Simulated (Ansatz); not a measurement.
**Na4SrIn: relaxing a made-up structure**

Starting from a made-up structure for Na4SrIn, the aim is the relaxed cell, its shortest contacts and, where a second run follows, its electronic structure.

Program: Ansatz 0.2.0. Level of theory: DFT, r2SCAN, plane-wave PAW, files of the set soft_1, scalar-relativistic, no spin, cell and ions relaxed at zero pressure; PAW set soft_1, in the first sound run; inputs show where later runs differ. Results are calculated unless marked as measured.

### Step 1. The structure

The structure is cubic, space group F-43m (No. 216). The conventional cell has a = 9.048 Å, b = 9.048 Å, c = 9.048 Å, α = 90.00°, β = 90.00°, γ = 90.00°. In has 12 Na at 3.75 Å and 4 Sr at 3.92 Å nearest. Nearest to Sr lie 12 Na at 3.75 Å and 4 In at 3.92 Å. Nearest to Na lie 6 Na at 3.18 to 3.21 Å and 3 In at 3.75 Å and 3 Sr at 3.75 Å. Farther neighbours are not listed.

### Step 2. Relaxation of the guess

The guess takes its coordinates from another compound and its volume from a rule, so the cell and any free coordinates are relaxed together.

Input file input.yaml:

```yaml
crystal:
  lattice:
    - [0.0, 4.524, 4.524]
    - [4.524, 0.0, 4.524]
    - [4.524, 4.524, 0.0]
  atoms:
    - { symbol: In, position: [0.25, 0.25, 0.25] }
    - { symbol: Sr, position: [0.0, 0.0, 0.0] }
    - { symbol: Na, position: [0.6244, 0.6244, 0.1268] }
    - { symbol: Na, position: [0.6244, 0.1268, 0.6244] }
    - { symbol: Na, position: [0.6244, 0.6244, 0.6244] }
    - { symbol: Na, position: [0.1268, 0.6244, 0.6244] }
kpoints:
  mp_grid: { grid: [5, 5, 5] }
scf:
  occupations: { method: fermi_dirac, width: 0.05 }
hamiltonian:
  xc: r2scan
  pseudopotentials: { kind: paw, azcp: { folder: soft_1 } }
relax:
  f_tol: 0.015
  max_steps: 70
  cell: {}
output:
  forces: true
  stress: true
```

On the command line:

```sh
> ansatz run input.yaml --threads 4 --pin off --max-ram 10240MiB --backend cpu --events-out ev --progress --plain --runs-dir out
```

Numbers of over 12 decimals in the logs are rounded to 6 here.

The program printed:

```text
Engine: ansatz 0.2.0, aarch64-unknown-linux-gnu
Pseudopotentials: kind: paw
Pseudopotential: In, paw, valence charge 13, recommended cutoff 500 eV (meta_gga), soft_1/In.paw.azcp
Pseudopotential: Sr, paw, valence charge 10, recommended cutoff 500 eV (meta_gga), soft_1/Sr.paw.azcp
Pseudopotential: Na, paw, valence charge 9, recommended cutoff 500 eV (meta_gga), soft_1/Na.paw.azcp
Functional definition: r2SCAN
  parameter k0 = 0.174
  parameter k1 = 0.065
  parameter a1 = 4.9479
  exchange = r2scan_x(k0 = k0, k1 = k1, a1 = a1)
  correlation = r2scan_c
Crystal: 6 atoms, lattice volume = 185.182 Å³
Basis set: ecut = 500 eV, 4693 PW (Γ), exchange–correlation on 192×192×192 points (64 copies of the dense FFT grid, shifted against one another)
Bands: 36, of which v1, the nominal top of the filled ones, is band 30 counted from 1 (29 counted from 0)
Symmetry: 24 space group operations
Space group: F-43m (ITA 216), of the structure as read, at distance tolerance 5.7e-5 Å
k-points: 10 of 125 (time reversal used)
Non-local potential: In, projectors of the file, l = 0: 2, l = 1: 2, l = 2: 2, l = 3: 1
Non-local potential: Sr, projectors of the file, l = 0: 3, l = 1: 2, l = 2: 2
Non-local potential: Na, projectors of the file, l = 0: 3, l = 1: 2, l = 2: 1
PAW form: soft (Blöchl's): semilocal exchange-correlation on the pseudo side does not see the compensation charge
PAW frozen core: In, regenerated for the run's functional (the file was generated under x = pbe(κ = 0.804, μ = 0.219515), c = pbe(β = 0.066725))
PAW frozen core: Sr, regenerated for the run's functional (the file was generated under x = pbe(κ = 0.804, μ = 0.219515), c = pbe(β = 0.066725))
PAW frozen core: Na, regenerated for the run's functional (the file was generated under x = pbe(κ = 0.804, μ = 0.219515), c = pbe(β = 0.066725))
PAW one-centre angular grid: In, 590 points (default); XC on 160 Gauss nodes
PAW one-centre angular grid: Sr, 302 points (default); XC on 160 Gauss nodes
PAW one-centre angular grid: Na, 302 points (default); XC on 317 of its mesh's 2451 points in the sphere
Initial density: superposition of atomic densities (chi_scale 0.1, normalization cell, long waves kept (reshape's long-wave potential 0.00 eV rms))
Initial wavefunctions: pseudopotential atomic-orbital guess
Functional: x = r2scan, c = r2scan; τ floored in thin density (d = 2e-4 eV/Å³)
SCF iter   1: F=—  HF=-15122.412370 eV  |F-HF|=—  |Δ(HF+E_count)|=         —  Δρ=3.00e-2  dr2=3.31e0  dr2_τ=1.11e-2  ethr=3.10e-3  ⟨swp⟩=9.2  Hψ=1761  notcnv=0
preconditioner: auto → Kerker (q_TF=auto, 2.255 Å⁻¹)  [metal: Δε(μ)=0.049 eV  Ē_g=8.646 eV  σ=0.050 eV  W_gap=0.24  n_scr=26 (ndim 8)  ℏωp=11.9 eV  f_vac=0.000  D(μ)=3.52/eV (n_scr^D=14)]
SCF iter   2: F=—  HF=-15121.740024 eV  |F-HF|=—  |Δ(HF+E_count)|=   6.72e-1  Δρ=1.44e-2  dr2=9.70e-1  dr2_τ=7.83e-3  ethr=3.10e-3  ⟨swp⟩=2.8  Hψ=613  notcnv=0  defer=6
SCF iter   3: F=—  HF=-15121.556302 eV  |F-HF|=—  |Δ(HF+E_count)|=   1.84e-1  Δρ=4.46e-3  dr2=8.35e-2  dr2_τ=9.28e-4  ethr=1.64e-3  ⟨swp⟩=2.9  Hψ=550  notcnv=0  defer=6
SCF iter   4: F=—  HF=-15121.554813 eV  |F-HF|=—  |Δ(HF+E_count)|=   1.49e-3  Δρ=1.20e-3  dr2=6.60e-3  dr2_τ=6.92e-5  ethr=1.42e-4  ⟨swp⟩=3.0  Hψ=591  notcnv=0  defer=7
SCF iter   5: F=—  HF=-15121.555963 eV  |F-HF|=—  |Δ(HF+E_count)|=   1.15e-3  Δρ=4.98e-4  dr2=1.14e-3  dr2_τ=8.60e-6  ethr=1.12e-5  ⟨swp⟩=2.5  Hψ=451  notcnv=0  defer=7
SCF iter   6: F=—  HF=-15121.555910 eV  |F-HF|=—  |Δ(HF+E_count)|=   5.35e-5  Δρ=1.56e-4  dr2=7.02e-5  dr2_τ=1.81e-6  ethr=1.94e-6  ⟨swp⟩=3.0  Hψ=680  notcnv=0  defer=7
SCF iter   7: F=—  HF=-15121.555839 eV  |F-HF|=—  |Δ(HF+E_count)|=   7.09e-5  Δρ=3.60e-5  dr2=9.00e-6  dr2_τ=8.95e-8  ethr=1.19e-7  ⟨swp⟩=2.7  Hψ=648  notcnv=0  defer=6
SCF iter   8: F=—  HF=-15121.555840 eV  |F-HF|=—  |Δ(HF+E_count)|=   6.69e-7  Δρ=1.54e-5  dr2=1.78e-6  dr2_τ=7.47e-9  ethr=1.53e-8  ⟨swp⟩=2.0  Hψ=400  notcnv=0  defer=6
SCF iter   9: F=-15121.555840 eV  HF=-15121.555840 eV  |F-HF|=2.36e-8  |Δ(HF+E_count)|=   4.91e-8  Δρ=3.61e-6  dr2=2.88e-8  dr2_τ=1.59e-9  ethr=1.69e-10  ⟨swp⟩=3.9  Hψ=1532  notcnv=0
SCF 1 converged in 9 iterations: F = -15121.555840 eV  dr2 = 2.88e-8
  greatest PAW one-centre occupation: 1.002 electrons in one spin orbital (limit 2), on the Na atom at site 5 (counted from 0), in its partial waves of l = 0
relax step   1: F+E_penalty+E_count = -15121.55583974 eV  Δ(F+E_penalty+E_count) = +0.000e0 eV  max|allowed force component| = 5.570e-2 eV/Å  Δτ_max = 0.0000 Å  P = +0.808 GPa  Ω = 185.182 Å³  (9 SCF iters, dr2 threshold 1.00e-7 eV, accepted)
Crystal: 6 atoms, lattice volume = 189.152 Å³
Basis set: ecut = 500 eV, 4909 PW (Γ), exchange–correlation on 192×192×192 points (64 copies of the dense FFT grid, shifted against one another)
Initial density: handed on by an earlier stage of this run
Initial wavefunctions: those handed on with the density
iter 1 solved again at ethr=2.65e-6 eV; its pass at ethr=3.10e-3 eV (dr2=1.57e-3 eV) is discarded
SCF iter   1: F=—  HF=-15121.541771 eV  |F-HF|=—  |Δ(HF+E_count)|=         —  Δρ=6.34e-4  dr2=1.64e-3  dr2_τ=1.44e-2  ethr=2.65e-6  ⟨swp⟩=2.0  Hψ=1897  notcnv=0
automatic band count: iteration 1 solves 35 bands in place of 36: the levels show a gap, and the empty bands left out lie too high to hold charge; the band table lists the bands solved (type scf.n_extra_bands for more)
preconditioner: auto → Kerker (q_TF=auto, 2.247 Å⁻¹)  [metal: Δε(μ)=0.077 eV  Ē_g=3.749 eV  σ=0.050 eV  W_gap=0.36  n_scr=26 (ndim 8)  ℏωp=8.1 eV  f_vac=0.000  D(μ)=2.88/eV (n_scr^D=14)]
SCF iter   2: F=—  HF=-15121.574923 eV  |F-HF|=—  |Δ(HF+E_count)|=   3.32e-2  Δρ=5.90e-4  dr2=1.66e-3  dr2_τ=1.99e-5  ethr=2.65e-6  ⟨swp⟩=6.9  Hψ=1250  notcnv=0  defer=5
automatic band count: iteration 2 solves 36 bands in place of 35: the levels no longer show a gap clear of their residuals, so the SCF keeps every band
SCF iter   3: F=—  HF=-15121.574671 eV  |F-HF|=—  |Δ(HF+E_count)|=   2.52e-4  Δρ=2.87e-4  dr2=5.12e-4  dr2_τ=3.83e-6  ethr=2.65e-6  ⟨swp⟩=1.1  Hψ=441  notcnv=0  defer=4
SCF iter   4: F=—  HF=-15121.574525 eV  |F-HF|=—  |Δ(HF+E_count)|=   1.45e-4  Δρ=8.64e-5  dr2=2.88e-5  dr2_τ=1.17e-6  ethr=8.67e-7  ⟨swp⟩=2.0  Hψ=395  notcnv=0  defer=4
SCF iter   5: F=—  HF=-15121.574529 eV  |F-HF|=—  |Δ(HF+E_count)|=   3.43e-6  Δρ=5.96e-5  dr2=1.36e-5  dr2_τ=3.35e-7  ethr=4.89e-8  ⟨swp⟩=2.9  Hψ=682  notcnv=0  defer=4
SCF iter   6: F=—  HF=-15121.574526 eV  |F-HF|=—  |Δ(HF+E_count)|=   2.58e-6  Δρ=1.68e-5  dr2=8.07e-7  dr2_τ=1.65e-8  ethr=2.31e-8  ⟨swp⟩=3.0  Hψ=658  notcnv=0  defer=4
SCF iter   7: F=-15121.574526 eV  HF=-15121.574526 eV  |F-HF|=9.65e-8  |Δ(HF+E_count)|=  4.66e-10  Δρ=1.07e-5  dr2=3.00e-7  dr2_τ=7.41e-9  ethr=1.02e-9  ⟨swp⟩=5.0  Hψ=1076  notcnv=0
SCF 2 converged in 7 iterations: F = -15121.574526 eV  dr2 = 3.00e-7
relax step   2: F+E_penalty+E_count = -15121.57452606 eV  Δ(F+E_penalty+E_count) = -1.869e-2 eV  max|allowed force component| = 1.430e-2 eV/Å  Δτ_max = 0.0128 Å  P = +0.479 GPa  Ω = 189.152 Å³  energy of the carried Pulay correction = -2.632e-4 eV  (7 SCF iters, dr2 threshold 6.00e-7 eV, accepted)
Crystal: 6 atoms, lattice volume = 195.486 Å³
Basis set: ecut = 500 eV, 4957 PW (Γ), exchange–correlation on 192×192×192 points (64 copies of the dense FFT grid, shifted against one another)
iter 1 solved again at ethr=2.29e-6 eV; its pass at ethr=3.10e-3 eV (dr2=1.35e-3 eV) is discarded
SCF iter   1: F=—  HF=-15121.532394 eV  |F-HF|=—  |Δ(HF+E_count)|=         —  Δρ=5.99e-4  dr2=1.50e-3  dr2_τ=1.39e-2  ethr=2.29e-6  ⟨swp⟩=2.0  Hψ=1878  notcnv=0
preconditioner: auto → Kerker (q_TF=auto, 2.235 Å⁻¹)  [metal: Δε(μ)=0.147 eV  Ē_g=3.868 eV  σ=0.050 eV  W_gap=0.47  n_scr=26 (ndim 8)  ℏωp=8.0 eV  f_vac=0.000  D(μ)=3.12/eV (n_scr^D=14)]
SCF iter   2: F=—  HF=-15121.584416 eV  |F-HF|=—  |Δ(HF+E_count)|=   5.20e-2  Δρ=6.58e-4  dr2=1.94e-3  dr2_τ=1.92e-5  ethr=2.29e-6  ⟨swp⟩=2.9  Hψ=734  notcnv=0
preconditioner: auto → Resta (q_TF=auto, 2.235 Å⁻¹)  ε∞=5.2  [insulator: Δε(μ)=0.157 eV  Ē_g=3.880 eV  σ=0.050 eV  W_gap=0.52  n_scr=26 (ndim 8)  ℏωp=8.0 eV  f_vac=0.000  D(μ)=3.20/eV (n_scr^D=14)  ε∞_Penn≈5.2]
SCF iter   3: F=—  HF=-15121.584137 eV  |F-HF|=—  |Δ(HF+E_count)|=   2.79e-4  Δρ=3.04e-4  dr2=2.48e-4  dr2_τ=5.97e-6  ethr=2.29e-6  ⟨swp⟩=2.1  Hψ=457  notcnv=0
SCF iter   4: F=—  HF=-15121.584138 eV  |F-HF|=—  |Δ(HF+E_count)|=   1.51e-6  Δρ=8.99e-5  dr2=3.02e-5  dr2_τ=3.72e-7  ethr=4.20e-7  ⟨swp⟩=2.4  Hψ=515  notcnv=0
SCF iter   5: F=—  HF=-15121.584154 eV  |F-HF|=—  |Δ(HF+E_count)|=   1.59e-5  Δρ=7.60e-5  dr2=2.06e-5  dr2_τ=1.69e-7  ethr=5.11e-8  ⟨swp⟩=2.0  Hψ=609  notcnv=0
SCF iter   6: F=—  HF=-15121.584149 eV  |F-HF|=—  |Δ(HF+E_count)|=   5.13e-6  Δρ=3.95e-5  dr2=4.99e-6  dr2_τ=6.79e-8  ethr=3.49e-8  ⟨swp⟩=2.0  Hψ=400  notcnv=0
SCF iter   7: F=—  HF=-15121.584149 eV  |F-HF|=—  |Δ(HF+E_count)|=   6.28e-7  Δρ=1.72e-5  dr2=6.83e-7  dr2_τ=9.66e-9  ethr=8.47e-9  ⟨swp⟩=2.0  Hψ=399  notcnv=0
SCF iter   8: F=-15121.584148 eV  HF=-15121.584149 eV  |F-HF|=8.08e-8  |Δ(HF+E_count)|=   2.65e-8  Δρ=7.70e-6  dr2=1.72e-7  dr2_τ=2.90e-9  ethr=9.71e-10  ⟨swp⟩=5.0  Hψ=1096  notcnv=0
SCF 3 converged in 8 iterations: F = -15121.584148 eV  dr2 = 1.72e-7
relax step   3: F+E_penalty+E_count = -15121.58414844 eV  Δ(F+E_penalty+E_count) = -9.622e-3 eV  max|allowed force component| = 3.989e-3 eV/Å  Δτ_max = 0.0028 Å  P = +0.033 GPa  Ω = 195.486 Å³  energy of the carried Pulay correction = -6.719e-4 eV  (8 SCF iters, dr2 threshold 5.73e-7 eV, accepted)
Initial wavefunctions: pseudopotential atomic-orbital guess (no wavefunctions were taken with the density)
iter 1 solved again at ethr=6.53e-7 eV; its pass at ethr=3.10e-3 eV (dr2=3.85e-4 eV) is discarded
SCF iter   1: F=—  HF=-15121.581370 eV  |F-HF|=—  |Δ(HF+E_count)|=         —  Δρ=3.46e-4  dr2=6.34e-6  dr2_τ=2.48e-6  ethr=6.53e-7  ⟨swp⟩=4.1  Hψ=2709  notcnv=0
preconditioner: auto → Resta (q_TF=auto, 2.235 Å⁻¹)  ε∞=5.2  [insulator: Δε(μ)=0.153 eV  Ē_g=3.873 eV  σ=0.050 eV  W_gap=0.50  n_scr=26 (ndim 8)  ℏωp=8.0 eV  f_vac=0.000  D(μ)=3.17/eV (n_scr^D=14)  ε∞_Penn≈5.2]
SCF iter   2: F=—  HF=-15121.584175 eV  |F-HF|=—  |Δ(HF+E_count)|=   2.81e-3  Δρ=1.75e-4  dr2=1.86e-6  dr2_τ=2.12e-5  ethr=1.08e-8  ⟨swp⟩=2.0  Hψ=660  notcnv=0
SCF iter   3: F=—  HF=-15121.584988 eV  |F-HF|=—  |Δ(HF+E_count)|=   8.13e-4  Δρ=2.33e-5  dr2=4.03e-7  dr2_τ=3.26e-7  ethr=3.14e-9  ⟨swp⟩=2.1  Hψ=661  notcnv=0
SCF iter   4: F=—  HF=-15121.584999 eV  |F-HF|=—  |Δ(HF+E_count)|=   1.10e-5  Δρ=1.14e-5  dr2=1.74e-7  dr2_τ=7.16e-8  ethr=6.83e-10  ⟨swp⟩=2.0  Hψ=606  notcnv=0
SCF iter   5: F=—  HF=-15121.585002 eV  |F-HF|=—  |Δ(HF+E_count)|=   3.17e-6  Δρ=1.78e-6  dr2=1.38e-8  dr2_τ=6.76e-10  ethr=2.94e-10  ⟨swp⟩=2.0  Hψ=610  notcnv=0
SCF iter   6: F=—  HF=-15121.585002 eV  |F-HF|=—  |Δ(HF+E_count)|=   2.56e-8  Δρ=5.12e-7  dr2=1.50e-9  dr2_τ=3.12e-11  ethr=2.33e-11  ⟨swp⟩=3.0  Hψ=676  notcnv=0
SCF iter   7: F=—  HF=-15121.585002 eV  |F-HF|=—  |Δ(HF+E_count)|=  2.60e-10  Δρ=2.40e-7  dr2=2.70e-10  dr2_τ=4.21e-12  ethr=2.54e-12  ⟨swp⟩=2.0  Hψ=456  notcnv=0
SCF iter   8: F=-15121.585002 eV  HF=-15121.585002 eV  |F-HF|=1.82e-12  |Δ(HF+E_count)|=  3.46e-11  Δρ=8.95e-8  dr2=5.02e-11  dr2_τ=5.55e-13  ethr=1.00e-12  ⟨swp⟩=5.1  Hψ=1338  notcnv=0
SCF 4 converged in 8 iterations: F = -15121.585002 eV  dr2 = 5.02e-11
  greatest PAW one-centre occupation: 1.002 electrons in one spin orbital (limit 2), on the Na atom at site 4 (counted from 0), in its partial waves of l = 0
relax step   4: F+E_penalty+E_count = -15121.58500178 eV  Δ(F+E_penalty+E_count) = -8.533e-4 eV  max|allowed force component| = 4.010e-3 eV/Å  Δτ_max = 0.0000 Å  P = +0.039 GPa  Ω = 195.486 Å³  stress off target by 3.88e-2 GPa  SCF on the basis re-selected at this cell (its energy is not comparable with the rows above)  (8 SCF iters)
basis re-selected at this cell: Δ(F+E_penalty+E_count) = -8.533e-4 eV, ΔP = +0.006 GPa vs the last step (what re-selecting the basis moved, of the pressure what is left beyond the Pulay correction that the steps carried, after the strain that the cell walked since its last selection, with what the two solves' SCF thresholds leave and, on support functions, any second-order correction that the steps lacked; it is no m [...]
SCF converged after 8 iterations
Free energy (F): -15121.585002 eV
Harris-Foulkes:  -15121.585002 eV  (|F-HF|=1.82e-12)
Internal energy: -15121.559230 eV  (E = F + TS)
E sigma→0 (E₀):  -15121.572116 eV
Entropy (-TS):   -0.025772 eV (-4.295 meV/atom)
Fermi energy:    4.308434 eV
--- Per-component energies (eV) ---
  E_band       = -1161.388029
  E_kinetic    = 898.328453
  E_local      = -8117.825404  (includes V_loc(G=0)·N_el)
  E_nonlocal   = 1679.073252
  E_hartree    = 2795.495103
  E_xc         = -429.911971
  E_vxc        = -466.066551  (∫ρ·V_xc dr)
  E_paw        = -8139.314331  (= ΣΔE_a)
  E_vpaw       = -779.594822  (= ΣTr[D̂ρ^β])
  E_aug_tail   = -0.000263  (compensation charges beyond the density's cutoff)
  E_vtau       = 33.707035  (kinetic-family band-sum trace: ∫τ·v_τ [+ j·A + Jᵃ·Aᵃ] dr)
  E_ewald      = -3808.118513
  E_core_change = 0.714444  (= ΣΔE_core)
  E_smearing   = -0.025772  (= −TS)
  E_closure    = 0.000000  (closes the sum)
  Σ components = -15121.585002   (vs F -15121.585002, Δ=0.00e0)
--- Forces (eV/Å), atoms counted from 1 ---
  atom   1  In    -0.00000000     0.00000000     0.00000000
  atom   2  Sr     0.00000000    -0.00000000    -0.00000000
  atom   3  Na     0.00400980     0.00400980    -0.00400980
  atom   4  Na     0.00400980    -0.00400980     0.00400980
  atom   5  Na    -0.00400980    -0.00400980    -0.00400980
  atom   6  Na    -0.00400980     0.00400980     0.00400980
  max |Σ_I F_I| component: 1.04e-16 eV/Å
--- Stress (GPa, compression-positive) ---
        0.038794      -0.000000      -0.000000
       -0.000000       0.038794       0.000000
       -0.000000      -0.000000       0.038794
  P = ⅓ Tr σ = 0.0388 GPa (0.388 kbar)
--- Relaxed structure (3 steps of the walk, 3 accepted, 1 SCFs on fresh bases) ---
  F+E_penalty+E_count = -15121.58500178 eV   max|allowed force component| = 4.010e-3 eV/Å   (the final SCF, on the basis selected at the relaxed cell)
  cell:  # Å, volume = 195.4855 Å³
    - [0, 4.606399, 4.606399]
    - [4.606399, 0, 4.606399]
    - [4.606399, 4.606399, 0]
  atoms:
    - { symbol: In, position: [0.250000, 0.250000, 0.250000] }
    - { symbol: Sr, position: [0, 0, -1.2382208719072708e-19] }
    - { symbol: Na, position: [0.623406, 0.623406, 0.129782] }
    - { symbol: Na, position: [0.623406, 0.129782, 0.623406] }
    - { symbol: Na, position: [0.623406, 0.623406, 0.623406] }
    - { symbol: Na, position: [0.129782, 0.623406, 0.623406] }
```

The job ended after 15 s (4 threads of Arm Neoverse V1, shared host; peak memory 0.93 GiB).

Step by step:

```tsv
step	energy less that of the first step (eV)	largest force component (eV/Å)	pressure (GPa)	volume (Å³)
1	0.0000	0.0557	0.81	185.18
2	-0.0187	0.0143	0.48	189.15
3	-0.0283	0.0040	0.03	195.49
4*	-0.0292	0.0040	0.04	195.49
```

Relaxation steps marked * repeat the geometry before them on a plane-wave basis chosen anew for their cell, so energy and pressure can jump there.

The run keeps the 24 symmetry operations that it works with, so distortions that break them were not tested.

```tsv
conventional cell, symmetrised	before	after	change
a (Å)	9.048	9.213	+1.8 %
b (Å)	9.048	9.213	+1.8 %
c (Å)	9.048	9.213	+1.8 %
volume (Å³/atom)	30.86	32.58	+5.6 %
```

The atoms that moved most (Å, as changes of fractional coordinates times the final cell):

```tsv
atom	dx	dy	dz	length
Na5	-0.009	-0.009	-0.009	0.016
Na4	0.009	-0.009	0.009	0.016
Na6	-0.009	0.009	0.009	0.016
Na3	0.009	0.009	-0.009	0.016
```

Final coordinates:

```xyz
6
Lattice="0.0000 4.6064 4.6064 4.6064 0.0000 4.6064 4.6064 4.6064 0.0000" Properties=species:S:1:pos:R:3 pbc="T T T"
In    2.3032    2.3032    2.3032
Sr    0.0000    0.0000    0.0000
Na    3.4695    3.4695    5.7433
Na    3.4695    5.7433    3.4695
Na    5.7433    5.7433    5.7433
Na    5.7433    3.4695    3.4695
```

Numbers from this step:

| Item | Value |
| --- | --- |
| free energy | -15121.5850 eV |
| energy at zero smearing | -15121.5721 eV |
| smearing term TS | 0.02577 eV |
| Fermi energy | 4.308 eV |
| electrons | 59 |
| symmetry operations | 24 |
| pressure | 0.03879 GPa |

The shortest distance of each pair, which need not be the same contact before and after:

```tsv
pair	guess (Å)	relaxed (Å)
Na–Na	3.184	3.216
In–Na	3.749	3.815
Na–Sr	3.753	3.824
In–Sr	3.918	3.989
```

The relaxation ends with a largest force component of 0.0040 eV/Å and a pressure of 0.04 GPa.

[end of part 1 of 2]

[Logs are printed without paths, hosts, clocks, repeated set-up lines and the standing remarks that a program may print on its own settings, such as how far it seeks lower states.]

[Hosts, paths, dates, database ids (printed as entryN), source tags and the programs' standing remarks are cut or masked in the printed files.]
